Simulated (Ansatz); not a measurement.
# La on Ni(100): change of the work function, part 2 of 2

Wanted: Δφ(θ) for La/Ni(100), starting from the hollow site.

Ansatz 0.2.0; plane-wave DFT, PBE, Ansatz PAW.

So far, work function, upper face (eV): step 2 (the clean slab) 4.88; step 3 (37 atoms, coverage 0.111 ML, cell 3x3) 2.62.

### Step 4. Adsorbate added, k-mesh 6×6×1, coverage 0.25 ML

System of this step: La/Ni(100). The cell holds 17 atoms: 16 Ni and 1 La. Its edges and angles: a = 4.978 Å, b = 4.978 Å, c = 26.156 Å, α = 90.0°, β = 90.0°, γ = 90.0°. Vacuum lies along c.

Another coverage, to see how the dipoles act on each other as their distance changes.

input.yaml

```yaml
crystal:
  lattice:
    - [4.9780317396, 0.0, 0.0]
    - [0.0, 4.9780317396, 0.0]
    - [0.0, 0.0, 26.1555052722]
  atoms:
    - { symbol: Ni, position: [0.25, 0.25, 0.3440958187], spin: 0.76 }
    - { symbol: Ni, position: [0.0, 0.0, 0.4113856677], spin: 0.69 }
    - { symbol: Ni, position: [0.25, 0.25, 0.4795223158], spin: 0.7 }
    - { symbol: Ni, position: [0.0, 0.0, 0.5442686139], spin: 0.76 }
    - { symbol: Ni, position: [0.25, 0.75, 0.3440958187], spin: 0.76 }
    - { symbol: Ni, position: [0.0, 0.5, 0.4113856677], spin: 0.69 }
    - { symbol: Ni, position: [0.25, 0.75, 0.4795223158], spin: 0.7 }
    - { symbol: Ni, position: [0.0, 0.5, 0.5442686139], spin: 0.76 }
    - { symbol: Ni, position: [0.75, 0.25, 0.3440958187], spin: 0.76 }
    - { symbol: Ni, position: [0.5, 0.0, 0.4113856677], spin: 0.69 }
    - { symbol: Ni, position: [0.75, 0.25, 0.4795223158], spin: 0.7 }
    - { symbol: Ni, position: [0.5, 0.0, 0.5442686139], spin: 0.76 }
    - { symbol: Ni, position: [0.75, 0.75, 0.3440958187], spin: 0.76 }
    - { symbol: Ni, position: [0.5, 0.5, 0.4113856677], spin: 0.69 }
    - { symbol: Ni, position: [0.75, 0.75, 0.4795223158], spin: 0.7 }
    - { symbol: Ni, position: [0.5, 0.5, 0.5442686139], spin: 0.76 }
    - { symbol: La, position: [0.25, 0.25, 0.6559041813] }
magnetization:
  spin_polarized: true
kpoints:
  mp_grid: { grid: [6, 6, 1] }
hamiltonian:
  xc: pbe
scf:
  occupations: { method: fermi_dirac, width: 0.1 }
  convergence: { dr2_threshold: 1.0e-08 }
efield:
  axis: 3
  dipole_correction: true
  ramp_position: 0.97
  ramp_width: 0.06
relax:
  f_tol: 0.02
  max_steps: 60
  constraints: [{ sites: [0, 1, 4, 5, 8, 9, 12, 13] }]
output:
  dos: { projected: true, e_range: [-8, 4] }
  write_potential: true
  write_density: true
  volumetric_format: npy
  elf: true
```

The run is started by

```sh
ansatz run input.yaml --threads 4 --pin off --max-ram 16384MiB --backend cpu --events-out ev --progress --plain --runs-dir out
```

Wall time 21 min (4 threads of Arm Neoverse V2, shared host); peak memory 3.9 GiB; 80 min of CPU time.

Step by step:

```
step  energy less that of the first step (eV)  largest force component (eV/Å)
   1                                   0.0000                          2.4238
   2                                  -0.5524                          2.5614
   3                                  -1.1289                          2.4384
   4                                  -1.6047                          1.7810
   5                                  -1.8626                          0.6193
   6                                  -1.9164                          0.3317
   7                                  -1.9368                          0.0654
   8                                  -1.9376                          0.0066
```

The run keeps the 8 symmetry operations that it works with, so distortions that break them were not tested.

The atoms that moved most (Å):

```
atom      dx      dy      dz  length
La17   0.000   0.000  -0.958   0.958
Ni15   0.000   0.000  -0.058   0.058
 Ni4  -0.023  -0.023   0.042   0.053
 Ni8  -0.023   0.023   0.042   0.053
Ni12   0.023  -0.023   0.042   0.053
Ni16   0.023   0.023   0.042   0.053
 Ni3   0.000   0.000   0.027   0.027
 Ni7   0.000   0.000  -0.007   0.007
```

Final coordinates:

```cif
data_structure
_symmetry_space_group_name_H-M 'P 1'
_symmetry_Int_Tables_number 1
_cell_length_a 4.9780
_cell_length_b 4.9780
_cell_length_c 26.1555
_cell_angle_alpha 90.000
_cell_angle_beta 90.000
_cell_angle_gamma 90.000
_cell_volume 648.15
loop_
_atom_site_label
_atom_site_type_symbol
_atom_site_fract_x
_atom_site_fract_y
_atom_site_fract_z
_atom_site_occupancy
Ni1 Ni 0.25000 0.25000 0.34410 1
Ni2 Ni 0.00000 0.00000 0.41139 1
Ni3 Ni 0.25000 0.25000 0.48056 1
Ni4 Ni 0.99537 0.99537 0.54586 1
Ni5 Ni 0.25000 0.75000 0.34410 1
Ni6 Ni 0.00000 0.50000 0.41139 1
Ni7 Ni 0.25000 0.75000 0.47926 1
Ni8 Ni 0.99537 0.50463 0.54586 1
Ni9 Ni 0.75000 0.25000 0.34410 1
Ni10 Ni 0.50000 0.00000 0.41139 1
Ni11 Ni 0.75000 0.25000 0.47926 1
Ni12 Ni 0.50463 0.99537 0.54586 1
Ni13 Ni 0.75000 0.75000 0.34410 1
Ni14 Ni 0.50000 0.50000 0.41139 1
Ni15 Ni 0.75000 0.75000 0.47730 1
Ni16 Ni 0.50463 0.50463 0.54586 1
La17 La 0.25000 0.25000 0.61927 1
```

This step gave:

```yaml
energy_at_zero_smearing: -99680.6106 eV
total_moment: 8.694 μB
work_function_upper_face: 2.278 eV
work_function_lower_face: 4.899 eV
dipole_along_the_normal: 0.3589 e·Å
step_between_the_vacuum_levels: -2.620 eV
```

Running mean over 1.76 Å of the planar mean; the ramp of the sawtooth is left out. The electron's electrostatic potential energy less the Fermi level by z:

z (Å), electron's electrostatic potential energy less the Fermi level (eV) and a bar from the least value:
```
      3.5        4.9 ##############################
      4.0        4.9 ##############################
      4.5        4.9 ##############################
      5.0        4.9 ##############################
      5.5        4.9 ##############################
      6.0        4.9 ##############################
      6.5        4.8 ##############################
      7.0        4.4 #############################
      7.5        2.9 ##########################
      8.0       -1.7 #################
      8.5       -7.4 ######
      9.0       -9.9 #
      9.5      -10.2 
     10.0      -10.3 
     10.5      -10.3 
     11.0      -10.3 
     11.5      -10.2 
     12.0      -10.3 
     12.5      -10.3 
     13.0      -10.4 
     13.5      -10.4 
     14.0      -10.3 
     14.5       -9.8 #
     15.0       -7.4 ######
     15.5       -4.0 #############
     16.0       -3.2 ##############
     16.5       -3.1 ##############
     17.0       -1.8 #################
     17.5        0.0 ####################
     18.0        1.3 #######################
     18.5        1.8 ########################
     19.0        2.1 ########################
     19.5        2.2 #########################
     20.0        2.2 #########################
     20.5        2.3 #########################
     21.0        2.3 #########################
     21.5        2.3 #########################
     22.0        2.3 #########################
     22.5        2.3 #########################
     23.0        2.3 #########################
```

The density of states has structure finer than the step of the table below, so its rows give means over 0.25 eV, whole bins alone (the curve runs from -8 to 1.98 eV). Peaks (eV: height): total -2.170: 72.8, -1.680: 62.9, -1.560: 80.7, -1.260: 55.2, -1.200: 63.2, -0.930: 60.8, -0.570: 65.9; up -2.230: 36.3, -2.170: 57.1, -2.080: 32.1, -1.680: 38.9, -1.560: 39.6, -0.870: 33.4, -0.570: 44.2; down -2.470: 28.9, -1.770: 30.8, -1.560: 41.2, -1.200: 36.1, -0.930: 33.9, -0.240: 32.6, 0.210: 31.9.

Density of states against energy, zero at the Fermi level; means over each step; values in states/eV a cell:

```
energy (eV)  total     up   down
      -7.75   1.11  0.556  0.552
      -7.50   1.05  0.527  0.522
      -7.25   1.12  0.560  0.556
      -7.00   1.15  0.579  0.569
      -6.75   1.38  0.679  0.701
      -6.50   2.47   1.25   1.23
      -6.25   2.78   1.41   1.38
      -6.00   2.07   1.07   1.01
      -5.75   2.69   1.41   1.28
      -5.50   2.93   1.53   1.40
      -5.25   3.72   1.99   1.73
      -5.00   3.99   2.30   1.68
      -4.75   5.21   2.60   2.61
      -4.50   8.65   5.83   2.82
      -4.25   12.6   7.92   4.66
      -4.00   16.3   9.85   6.41
      -3.75   24.5   16.6   7.90
      -3.50   21.8   14.1   7.65
      -3.25   29.0   11.7   17.3
      -3.00   27.2   16.7   10.5
      -2.75   28.5   15.5   13.0
      -2.50   31.4   16.4   15.0
      -2.25   45.5   30.8   14.7
      -2.00   37.1   20.2   16.9
      -1.75   44.9   21.6   23.3
      -1.50   47.6   24.9   22.8
      -1.25   50.8   26.5   24.3
      -1.00   52.5   27.2   25.3
      -0.75   50.6   29.4   21.2
      -0.50   46.9   23.7   23.2
      -0.25   31.6   5.65   25.9
       0.00   25.7   4.53   21.2
       0.25   23.5   3.16   20.4
       0.50   10.5   3.78   6.73
       0.75   8.63   3.77   4.86
       1.00   8.73   3.66   5.08
       1.25   8.32   4.73   3.58
       1.50   11.8   5.21   6.58
       1.75   15.8   7.02   8.83
```

Projected DOS per atom over height of the atomic layer and energy from the Fermi level. Layers: Ni4 Ni4 Ni4 Ni4 La from below.

Values in states/eV, 22 rows by 5 columns, each cell a mean:
```
 0.2  0.3  0.2  0.4 12.2
 0.3  0.3  0.3  0.3  3.3
 0.3  0.3  0.3  0.3  2.1
 1.1  1.0  0.9  0.6  1.5
 2.1  1.6  1.7  1.3  0.8
 2.9  2.3  2.8  2.5  0.8
 4.1  2.8  2.6  3.4  1.3
 3.3  2.4  2.6  3.1  1.2
 2.5  1.8  2.1  3.3  1.3
 2.3  2.6  2.3  2.5  0.6
 1.5  1.8  1.6  1.7  0.4
 1.2  2.0  1.9  1.4  0.3
 0.9  1.9  1.8  1.0  0.3
 0.6  1.1  1.1  0.6  0.2
 0.3  0.5  0.5  0.3  0.1
 0.2  0.3  0.3  0.2  0.1
 0.1  0.2  0.2  0.1  0.1
 0.1  0.2  0.2  0.1  0.1
 0.1  0.2  0.2  0.1  0.1
 0.0  0.1  0.1  0.0  0.0
 0.0  0.1  0.1  0.0  0.0
 0.0  0.1  0.1  0.0  0.0
```
Columns: height of the atomic layer (Å) from 9 to 16.2; rows upwards: energy from the Fermi level (eV) from -7.96 to 1.95.

Projected DOS per atom, spin up over height of the atomic layer and energy from the Fermi level. Layers: Ni4 Ni4 Ni4 Ni4 La from below.

Ten even steps from '_' (0.0 states/eV) to '@' (5.7 states/eV), each cell a mean:
```
________@@
________::
________..
________..
__________
..::::::__
--::::::__
--::::--..
::....::__
::::::::__
........__
........__
..::::..__
__....____
__________
__________
__________
__________
__________
__________
__________
__________
```
Columns: height of the atomic layer (Å) from 9 to 16.2; rows upwards: energy from the Fermi level (eV) from -7.96 to 1.95.

Projected DOS per atom, spin down over height of the atomic layer and energy from the Fermi level. Layers: Ni4 Ni4 Ni4 Ni4 La from below.

Ten even steps from '0' (0.0 states/eV) to '9' (6.5 states/eV), each cell a mean:
```
00009
00002
00001
11101
22210
21210
21121
21120
11121
11110
01010
01110
00000
00000
00000
00000
00000
00000
00000
00000
00000
00000
```
Columns: height of the atomic layer (Å) from 9 to 16.2; rows upwards: energy from the Fermi level (eV) from -7.96 to 1.95.

Site moment by atom:

```
atom  site moment (μB)
 Ni1             0.751
 Ni2             0.685
 Ni3             0.619
 Ni4             0.310
 Ni5             0.770
 Ni6             0.685
 Ni7             0.596
 Ni8             0.310
 Ni9             0.770
Ni10             0.685
Ni11             0.596
Ni12             0.310
Ni13             0.753
Ni14             0.685
Ni15             0.572
Ni16             0.310
La17            -0.053
```

Spin density in the ca plane at fractional y = 0.250, with atoms of Ni and La within 0.2 Å of it.

Ten even steps from '0' (0.0 e/Å³) to '9' (2.2 e/Å³), each cell a mean:
```
00000000000000000000000000000000000000000000
00000100000000000000000000000000000000000000
00004810000001550000000000000000000000000000
00004710000000450000000000000000000000000000
00000100000000010000000000000000000000000000
00000000000000000000000000000000000000000000
00000000000000000000000000000000000000000000
00000000000000000000000000000000000000000000
00002310000000230000000000000000000000000000
00005920000000571000000000000000000000000000
00002310000000220000000000000000000000000000
00000000000000000000000000000000000000000000
00000000000000000000000000000000000000000000
```
Columns run along c (16.0 Å, from fractional 0.28 to 0.89 of the cell), rows up along a (5.0 Å). Atoms in or near the plane, at fractional coordinates: Ni at (0.34, 0.25), Ni at (0.48, 0.25), Ni at (0.34, 0.75), Ni at (0.48, 0.75), La at (0.62, 0.25).

Valence density in the ca plane at fractional y = 0.250, with atoms of Ni and La within 0.2 Å of it. It is the smooth field of the valence electrons, not physical close to the nuclei.

Values in e/Å³, 7 rows by 16 columns, each cell a mean:
```
 0  1  1  0  0  2  0  0  0  0  0  0  0  0  0  0
 0 16  9  0  1 23  1  0  0  0  0  0  0  0  0  0
 0  3  2  0  0  4  0  0  0  0  0  0  0  0  0  0
 0  0  0  0  0  0  0  0  0  0  0  0  0  0  0  0
 0  8  5  0  1 11  1  0  1  1  0  0  0  0  0  0
 0 12  7  0  1 18  1  0  1  1  0  0  0  0  0  0
 0  0  0  0  0  1  0  0  1  1  0  0  0  0  0  0
```
Columns run along c (16.0 Å, from fractional 0.28 to 0.89 of the cell), rows up along a (5.0 Å). Atoms in or near the plane, at fractional coordinates: Ni at (0.34, 0.25), Ni at (0.48, 0.25), Ni at (0.34, 0.75), Ni at (0.48, 0.75), La at (0.62, 0.25).

ELF in the ca plane at fractional y = 0.250, with atoms of Ni and La within 0.2 Å of it. It is the smooth field of the valence electrons, not physical close to the nuclei.

Ten even steps from '0' (0.00) to '9' (0.84), each cell a mean:
```
12222223322332222333333111110011110000000000
11123322222322332233333210000011000000000000
11135642222223663223333321100010000000000000
11135642222223663223333321100010000000000000
11123322222322332233333210000011000000000000
12222223322332222333333211110011110000000000
12222223322333223333333356642111111000000000
11122222322322222233334799984211111000000000
11124532222222453223226855896211111100000000
11136742222223674223227710697311111100000000
11124532222222453223226855896211111100000000
11122222322322222233334799984211111000000000
12232223322333223333333356642111111000000000
```
Columns run along c (16.0 Å, from fractional 0.28 to 0.89 of the cell), rows up along a (5.0 Å). Atoms in or near the plane, at fractional coordinates: Ni at (0.34, 0.25), Ni at (0.48, 0.25), Ni at (0.34, 0.75), Ni at (0.48, 0.75), La at (0.62, 0.25).

The relaxation took 8 steps and lowered the energy by 1.9 eV; the largest force on the free atoms ends at 0.0066 eV/Å.

By hand: a sheet of dipoles makes a step −p/(ε₀A) in the electron's potential. With e/ε₀ = 180.95 V·Å, p = 0.3589 e·Å and A = 24.78 Å², that is −180.95 × (0.3589) / 24.78 = -2.620 eV, and the two vacuum levels of the run differ by -2.620 eV.

The covered face has 2.28 eV, -2.60 eV against the clean one; the bare back face has moved by +0.02 eV, a measure of how thin the slab is.

### Step 5. Work function against coverage

This step: plane-wave DFT, PBE, Ansatz PAW; work function against coverage (Ansatz 0.2.0).

The runs are now put side by side.

Numbers from this step:

| Property | Result |
| --- | --- |
| work function of the clean face | 4.883 eV |
| largest change of the work function | -2.605 eV |

The work function of the covered face by coverage:

```
coverage (adsorbates/nm²)  work function of the covered face (eV)
                     0.00                                    4.88
                     1.79                                    2.62
                     4.04                                    2.28
```

The dipole per adsorbate comes from the change of the cell's dipole. Coverage, by row:

```
coverage (1/nm²)  coverage (ML)  work function (eV)  change (eV)  dipole per adsorbate, positive end outwards (debye)  mean height of the added atoms over the highest substrate atom (Å)
           1.793         0.1111               2.616       -2.267                                                3.374                                                               1.919
           4.035           0.25               2.278       -2.605                                                1.724                                                                1.92
```

### Step 6. What came out

* work function of the clean face: 4.88 eV
* work function at 0.11 ML: 2.62 eV
* work function at 0.25 ML: 2.28 eV
* dipole per adsorbate at 0.11 ML, positive end outwards: 3.37 D

**Reading.** La lowers the work function of Ni(100) at the lowest coverage, by 2.27 eV: the adsorbate layer has its positive end outwards. The slab has 4 layers, at the tabulated experimental lattice constant, one starting site was run, and quantum-size effects of a slab this thin can reach one or two tenths of an eV. The magnetic order is the one reached from the typed start; other orders were not compared.

[Logs are printed without paths, hosts, clocks, repeated set-up lines and the standing remarks that a program may print on its own settings, such as how far it seeks lower states.]

[Hosts, paths, dates, database ids (printed as entryN), source tags and the programs' standing remarks are cut or masked in the printed files.]

[Maps of the electrostatic potential energy from Ansatz leave out the sawtooth potential of an applied field or a dipole correction, so their vacuum need not be flat; planar profiles and work functions include it.]

[The density of states shown here was stored with 400 of the rows of the run's finer table, so its peaks can read low, often by over a quarter, or be missed, and its means over a window can be off by a tenth or more.]
